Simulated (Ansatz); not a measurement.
# Relaxing C(111) slab, H on both faces (192 atoms)

Aim: bring C(111) slab, H on both faces (192 atoms) to a nearby minimum of the energy and see what moves.

Calculated with Ansatz 0.2.0; Kohn-Sham DFT, PBE+D4, PAW (set soft_2), plane waves.

**1. The structure**

The cell holds 192 atoms: 160 C and 32 H. Cell: a = 10.089 Å, b = 10.089 Å, c = 22.932 Å, α = 90.0°, β = 90.0°, γ = 120.0°. It derives from C (diamond-structure). Diamond-structure C (a = 3.567 Å), (111) slab of 10 atomic planes, 4 x 4 surface cells, H on the broken bonds of both faces, 12 Å of vacuum; displaced by a Gaussian of 0.02 Å. Regions: slab, 160 atoms (160 C); hydrogen, 32 atoms (32 H). Vacuum lies along c.

Before any run, some limits are plain. Only the Γ point is sampled, in a cell whose shortest periodic width is 9 Å.

**2. Single point at the start**

The forces at the start show how far the geometry lies from a minimum of this functional.

input.yaml

```yaml
crystal:
  lattice:
    - [10.089, 0.0, 0.0]
    - [-5.0445, 8.73733, 0.0]
    - [0.0, 0.0, 22.93249]
  atoms:
    - { symbol: C, position: [0.33221, 0.91715, 0.33254] }
    - { symbol: C, position: [0.25004, 0.00018, 0.31052] }
    - { symbol: C, position: [0.16243, 0.82963, 0.42126] }
    - { symbol: C, position: [0.33217, 0.91389, 0.40022] }
    [... 182 atom lines left out ...]
    - { symbol: H, position: [0.74785, 0.24833, 0.2608] }
    - { symbol: H, position: [0.66892, 0.0805, 0.73797] }
    - { symbol: H, position: [0.99957, 0.4975, 0.26203] }
    - { symbol: H, position: [0.91849, 0.33457, 0.73731] }
    - { symbol: H, position: [0.99922, 0.24993, 0.26317] }
    - { symbol: H, position: [0.91559, 0.08214, 0.73809] }
kpoints:
  mp_grid: { grid: [1, 1, 1] }
hamiltonian:
  xc: pbe
  dispersion: d4
scf:
  occupations: { method: gaussian, width: 0.05 }
output:
  forces: true
  populations: intrinsic
  dos:
    method: { smearing: { sigma: 0.08 } }
    de: 0.1
    projected:
      site_lists:
        C: [C]
        H: [H]
        hydrogen: [160, 161, 162, 163, 164, 165, 166, 167, 168, 169, 170, 171, 172, 173, 174, 175, 176, 177, 178, 179, 180, 181, 182, 183, 184, 185, 186, 187, 188, 189, 190, 191]
  eigenvalues: true
```

Run with:

```bash
> ansatz run input.yaml --threads 4 --pin off --max-ram 8192MiB --backend cpu --events-out ev --progress --plain --runs-dir out
```

Elapsed: 49 s, on 4 threads of Arm Neoverse V2, shared host; peak memory 2.9 GiB; 3.2 min of CPU time.

The run gave:

```
free energy                                      : -40668.8976 eV
free energy per atom                             : -211.8172 eV/atom
SCF cycles                                       : 8
r.m.s. force component                           : 0.9904 eV/Å
longest force                                    : 4.565 eV/Å
Fermi energy                                     : 5.585 eV
gap (highest filled to lowest empty level) : 2.573 eV
```

The r.m.s. force component of 0.99 eV/Å sets the starting point.

Length of the force by element:

```
element  coordination  atoms  mean length of the force (eV/Å)  spread   least  most
      C           all    160                             1.69   0.704   0.194  4.57
      H           all     32                            0.750   0.556  0.0817  2.10
```

**3. Relaxation**

The atoms are relaxed in the fixed cell, aiming at the force tolerance of the input.

input.yaml, the sections that differ from step 2:

```yaml
output:
  forces: true
relax:
  f_tol: 0.05
  max_steps: 200
# crystal, kpoints, hamiltonian, scf: as in step 2
```

Run time: 83 s. Hardware: 4 threads; peak memory 2.8 GiB; 5.3 min of CPU time.

The steps of the relaxation:

```
step  energy less that of the first step (eV)  largest force component (eV/Å)
   1                                   0.0000                          4.0722
   2                                  -4.2255                          1.0711
   3                                  -4.9962                          0.0242
   4                                  -4.9962                          0.0246
```

The atoms that moved most (Å):

```
atom      dx      dy      dz  length
C159  -0.058  -0.032  -0.079   0.103
C112   0.011  -0.011   0.079   0.080
C105   0.067  -0.030   0.031   0.080
C129   0.005   0.015  -0.073   0.075
H172   0.035   0.030  -0.054   0.071
 C87   0.035   0.021  -0.056   0.070
 C53  -0.056  -0.034  -0.017   0.068
 C21   0.020  -0.058   0.026   0.067
```

The relaxation changed the energy by -26.0 meV/atom, and atoms moved by 0.039 Å r.m.s., 0.10 Å at most.

**4. Distances and neighbours after relaxation**

Bonds before and after, by the cutoffs listed below:

```
pair  bonds before  bonds after  mean before (Å)  mean after (Å)  spread before (Å)  spread after (Å)
 C-C           304          304            1.545           1.540              0.027             0.005
 C-H            32           32            1.096           1.109              0.028             0.000
```

Normalised to the volume that the atoms fill. g(r), total and by pair (bins of 0.1 Å):

```
r (Å)  total   C-C   C-H    H-H
 1.05   0.00  0.00  0.00   0.00
 1.15   1.24  0.00  4.47   0.00
 1.25   0.00  0.00  0.00   0.00
 1.35   0.00  0.00  0.00   0.00
 1.45   0.00  0.00  0.00   0.00
 1.55   6.41  9.24  0.00   0.00
 1.65   0.00  0.00  0.00   0.00
 1.75   0.00  0.00  0.00   0.00
 1.85   0.00  0.00  0.00   0.00
 1.95   0.00  0.00  0.00   0.00
 2.05   0.00  0.00  0.00   0.00
 2.15   1.00  0.00  3.58   0.00
 2.25   0.00  0.00  0.00   0.00
 2.35   0.00  0.00  0.00   0.00
 2.45   0.69  0.99  0.00   0.00
 2.55   6.73  8.62  0.00  26.60
 2.65   0.00  0.00  0.00   0.00
 2.75   1.22  0.00  4.40   0.00
 2.85   0.00  0.00  0.00   0.00
 2.95   4.56  6.57  0.00   0.00
 3.05   0.00  0.00  0.00   0.00
 3.15   0.00  0.00  0.00   0.00
 3.25   0.00  0.00  0.00   0.00
 3.35   0.43  0.00  1.53   0.00
 3.45   0.39  0.00  1.40   0.00
 3.55   1.47  2.12  0.00   0.00
 3.65   0.00  0.00  0.00   0.00
 3.75   0.00  0.00  0.00   0.00
 3.85   2.67  3.84  0.00   0.00
 3.95   0.31  0.00  1.10   0.00
 4.05   0.00  0.00  0.00   0.00
 4.15   0.54  0.00  1.95   0.00
 4.25   0.26  0.00  0.93   0.00
 4.35   4.19  5.68  0.00   8.86
 4.45   0.00  0.00  0.00   0.00
 4.55   0.54  0.11  1.66   0.00
 4.65   2.34  3.07  0.78   0.00
 4.75   0.00  0.00  0.00   0.00
 4.85   0.00  0.00  0.00   0.00
 4.95   0.38  0.00  1.37   0.00
 5.05   1.68  2.15  0.00   6.72
 5.15   0.35  0.00  1.27   0.00
 5.25   2.55  3.67  0.00   0.00
 5.35   0.49  0.00  1.78   0.00
```

Bonds by pair of elements; cutoffs follow the first minimum of g(r), held within bounds set by covalent radii, and pairs that aren't listed don't count as bonded:

```
pair A-B  cutoff (Å)  bonds  mean length (Å)  spread (Å)  shortest (Å)  B about A  A about B
     C-C        1.85    304             1.54       0.005          1.53        3.8        3.8
     C-H        1.34     32             1.11           0          1.11        0.2          1
```

How many atoms have how many bonded neighbours:

```
element  mean   1    4
      C     4   0  160
      H     1  32    0
```

Bond angles (no mean is given where the spread exceeds 20°):

```
angle  count  mean (°)  spread (°)
C-C-C    864       110         0.6
C-C-H     96       108           0
```

First main peaks of g(r), for some of the pairs, lie near 1.52 Å (C-C), 1.12 Å (C-H) and 2.52 Å (H-H). By these cutoffs all C atoms have 4 and all H atoms have 1 bonded neighbour. The C-C-C angle averages 110° with a spread of 0.6°.

**5. Single point at the relaxed geometry**

One more single point at the end of the walk gives the fuller output and checks the residual forces.

input.yaml

```yaml
crystal:
  lattice:
    - [10.089, 0.0, 0.0]
    - [-5.0445, 8.73733, 0.0]
    - [0.0, 0.0, 22.93249]
  atoms:
    - { symbol: C, position: [0.33361, 0.91669, 0.33194] }
    - { symbol: C, position: [0.25026, 3.0e-05, 0.31087] }
    - { symbol: C, position: [0.16696, 0.8334, 0.42168] }
    - { symbol: C, position: [0.33363, 0.91671, 0.39943] }
    [... 182 atom lines left out ...]
    - { symbol: H, position: [0.75021, 0.25012, 0.26248] }
    - { symbol: H, position: [0.66723, 0.08368, 0.73745] }
    - { symbol: H, position: [0.00024, 0.49998, 0.26248] }
    - { symbol: H, position: [0.91719, 0.33347, 0.73741] }
    - { symbol: H, position: [0.00028, 0.24991, 0.26251] }
    - { symbol: H, position: [0.91681, 0.0833, 0.73746] }
kpoints:
  mp_grid: { grid: [1, 1, 1] }
hamiltonian:
  xc: pbe
  dispersion: d4
scf:
  occupations: { method: gaussian, width: 0.05 }
output:
  forces: true
  populations: true
  dos:
    method: { smearing: { sigma: 0.15 } }
    de: 0.1
    projected:
      site_lists:
        C: [C]
        H: [H]
        hydrogen: [160, 161, 162, 163, 164, 165, 166, 167, 168, 169, 170, 171, 172, 173, 174, 175, 176, 177, 178, 179, 180, 181, 182, 183, 184, 185, 186, 187, 188, 189, 190, 191]
  eigenvalues: true
  write_density: true
  write_potential: true
  volumetric_format: npy
```

The job ended after 51 s (4 threads; peak memory 2.9 GiB).

The program notes that the exchange-correlation potential is rough where the density is thin.

The run gave:

```yaml
free_energy: -40673.8937 eV
free_energy_per_atom: -211.8432 eV/atom
scf_cycles: 8
r_m_s_force_component: 0.00751 eV/Å
longest_force: 0.02788 eV/Å
fermi_energy: 5.52 eV
spacing_of_highest_filled_and_lowest_empty_level: 2.792 eV
potential_in_mid_vacuum_over_the_fermi_level: 2.204 eV
potential_4p5_a_over_the_upper_face: 2.204 eV
potential_4p5_a_under_the_lower_face: 2.203 eV
spilling_of_the_projection: 0.004513
```

Löwdin charges by element (they lack the spilled electrons, 0.016 e an atom on average):

```
element  coordination  atoms  mean charge (e)  spread   least    most
      C           all    160          -0.0103  0.0605  -0.130  0.0389
      H           all     32            0.146  1.0e-4   0.146   0.146
```

By region:

```
  region  atoms  mean length of the force (eV/Å)
    slab    160                            0.013
hydrogen     32                            0.009
```

States in the cell by windows of 1 eV, zero at the Fermi level; the larger projections on atomic orbitals stand beside the total:

```
from (eV)  to (eV)  total   C p   C s  H s  hydrogen
      -14      -13   24.8  13.8  10.0  0.9       0.9
      -13      -12   40.3  25.3  13.4  1.3       1.3
      -12      -11   33.0  22.2   9.8  0.8       0.8
      -11      -10   25.2  17.4   6.0  1.7       1.7
      -10       -9   37.4  31.9   4.0  1.3       1.3
       -9       -8   60.9  50.2   6.5  3.9       3.9
       -8       -7   62.3  54.4   5.4  2.3       2.3
       -7       -6   56.4  47.6   4.2  4.4       4.4
       -6       -5   66.1  61.3   1.5  3.1       3.1
       -5       -4   53.0  48.8   0.8  3.2       3.2
       -4       -3   33.0  32.2   0.2  0.5       0.5
       -3       -2   19.2  18.3   0.2  0.6       0.6
       -2       -1    5.8   5.7   0.0  0.0       0.0
       -1        1    0.0   0.0   0.0  0.0       0.0
        1        2    4.0   0.5   0.1  0.7       0.7
        2        3   25.3   3.9   2.3  5.9       5.9
        3        4   19.2   8.6   5.9  0.6       0.6
        4        5   47.0  18.3   9.4  2.1       2.1
```

Between -23 and -14 eV lie 155 more states.

The levels nearest the highest filled one (over half full), pooled over k-points and spins:

```
level less the highest filled one (eV)  occupation
                                 -1.41           2
                                -0.736           2
                                -0.660           2
                                -0.660           2
                                     0           2
                                     0           2
                                  2.79           0
                                  2.79           0
                                  4.16           0
                                  4.16           0
                                  4.16           0
                                  4.16           0
```

Planar average of the electrostatic potential energy along the normal, with the Fermi level as zero, after a running mean with a triangular window 4 Å wide at its base:

```
height (Å)  potential energy (eV)
       0.0                   2.20
       0.7                   2.20
       1.3                   2.20
       2.0                   2.20
       2.6                   2.20
       3.3                   2.18
       3.9                   2.06
       4.6                   1.48
       5.2                   0.20
       5.9                  -3.43
       6.4                  -6.79
       7.2                 -10.51
       7.9                 -12.19
       8.5                 -12.33
       9.2                 -12.39
       9.7                 -12.37
      10.5                 -12.35
      11.0                 -12.38
      11.8                 -12.39
      12.3                 -12.35
      13.0                 -12.37
      13.6                 -12.39
      14.3                 -12.35
      14.9                 -12.26
      15.6                 -11.05
      16.3                  -7.59
      16.9                  -4.28
      17.6                  -0.35
      18.2                   1.28
      18.9                   1.98
      19.5                   2.16
      20.2                   2.20
      20.8                   2.20
      21.5                   2.20
      22.1                   2.20
      22.8                   2.20
```

Mean Löwdin charges: C -0.01, H +0.15 e (they miss 0.45 % of the electrons, so they add up to more than the cell's charge). Charges this small depend on the projection, at times even in sign. The potential stands 3.60 eV above the highest filled level over the upper face and 3.60 eV under the lower one, a reading of the ionisation potential at this level on the run's k-points.

**6. Outcome**

```
energy change in the relaxation                  : -26.02 meV/atom
r.m.s. displacement                              : 0.039 Å
largest displacement                             : 0.103 Å
free energy per atom                             : -211.8432 eV/atom
r.m.s. force component                           : 0.00751 eV/Å
gap (highest filled to lowest empty level) : 2.792 eV
potential in mid-vacuum, over the Fermi level    : 2.204 eV
wall time of the 3 DFT runs                      : 3.1 min
```

In words: Relaxation lowers the energy by 26.0 meV/atom and moves atoms by 0.039 Å r.m.s.; the r.m.s. force component goes from 0.99 to 0.0075 eV/Å, and the gap from 2.57 to 2.79 eV. By the final cutoffs no bond was broken or made. The r.m.s. move is of the size of the random displacements put into the start (0.035 Å r.m.s. in three dimensions). First to last step the energy falls by 4.996 eV; the largest move, 0.10 Å, is that of C159. The C-H bonds change most in mean length: from 1.096 Å (spread 0.028) to 1.109 Å (spread 0.000). With the cutoffs above, all C atoms have 4 and all H atoms have 1 bonded neighbour. Between filled and empty levels lie 2.79 eV at Γ alone; the mesh holds the band edges only if they fold onto it, so the gap at this level can be narrower or closed, and states at the surface or the caps may set it. The potential stands 3.60 eV above the highest filled level over the upper face and 3.60 eV under the lower one, a reading of the ionisation potential at this level on the run's k-points.

[Logs are printed without paths, hosts, clocks, repeated set-up lines and the standing remarks that a program may print on its own settings, such as how far it seeks lower states.]

[Hosts, paths, dates, database ids (printed as entryN), source tags and the programs' standing remarks are cut or masked in the printed files.]
